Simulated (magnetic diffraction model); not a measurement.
# Magnetic neutron pattern of ErTlRu

Space group P6_3mc (no. 186), a = 4.6770 Å, c = 7.1070 Å.

| site | atom | x | y | z |
| --- | --- | --- | --- | --- |
| 2b | Tl | 2/3 | 1/3 | 0.5659 |
| 2a | Er | 0 | 0 | 0.7428 |
| 2b | Ru | 2/3 | 1/3 | 0.9654 |

This is a made-up structure (elements placed in a structure type, unrelaxed), so the numbers test the method and describe no known phase.

Only Er is taken to order (form factors of Er3+); orders and moment sizes are assumed, and not adapted to the symmetry. Radiation: neutrons of λ = 2.52 Å, 5° to 100°; isotropic B of 0.27 Å² (Tl), 0.33 Å² (Er) and 0.42 Å² (Ru). Simulated constant-wavelength pattern: nuclear and magnetic terms add, the magnetic one as |2.695 fm × Σ f S⊥ exp(2πi Q·r) exp(−B s²)|², summed over all Q at one angle with the factor 1/(sin²θ cos θ). For collinear order S is the moment m, which repeats by lattice and centring translations R with the sign exp(−2πi k·R). Free-ion form factors, Sears's scattering lengths of 1992, no absorption; a label names one of the reflections at its angle. The strongest nuclear line in the range is 100, and lines under 0.2 are left out.

Assume the order k = (1/2 1/2 0), collinear moments along [101], 8.9 μB on Er; signs + at (0, 0, 0.7428), − at (0, 0, 0.2428).

Q: Where does magnetic intensity appear, and how strong is it?

```
2θ (°)         index  nuclear  magnetic
 27.28  (1/2 -1/2 1)      0.0     151.6
 37.63   (1/2 1/2 1)      0.0     113.6
 41.53       (0 0 2)      4.9       0.0
 41.96       (1 0 1)     15.1       0.0
 53.24  (3/2 -1/2 1)      0.0     113.2
 56.29       (1 0 2)     87.8       0.0
 59.89  (3/2 -3/2 1)      0.0      42.0
 65.20       (1 1 0)    100.0       0.0
 67.30  (1/2 -1/2 3)      0.0      15.7
 72.05   (3/2 1/2 1)      0.0      69.5
 73.20   (1/2 1/2 3)      0.0      16.9
 76.07       (1 0 3)     36.2       0.0
 80.33       (1 1 2)     10.6       0.0
 80.62       (2 0 1)      5.5       0.0
 84.52  (3/2 -1/2 3)      0.0      30.2
 88.98  (5/2 -3/2 1)      0.0      42.0
 90.07  (3/2 -3/2 3)      0.0      13.6
 90.33       (0 0 4)      5.4       0.0
 91.47       (2 0 2)     46.7       0.0
 94.53  (5/2 -1/2 1)      0.0      41.2
```

The strongest magnetic line in the range is (1/2 -1/2 1) at 27.28° (151.6). On top of the Lorentz factor, which all lines share, magnetic lines fade with angle because f falls: for Er3+ it is 0.96, 0.86, 0.73 and 0.47 at sin θ/λ = 0.1, 0.2, 0.3 and 0.5 Å⁻¹, while nuclear lengths stay constant. The order has no net moment.

[Logs are printed without paths, hosts, clocks, repeated set-up lines and the standing remarks that a program may print on its own settings, such as how far it seeks lower states.]
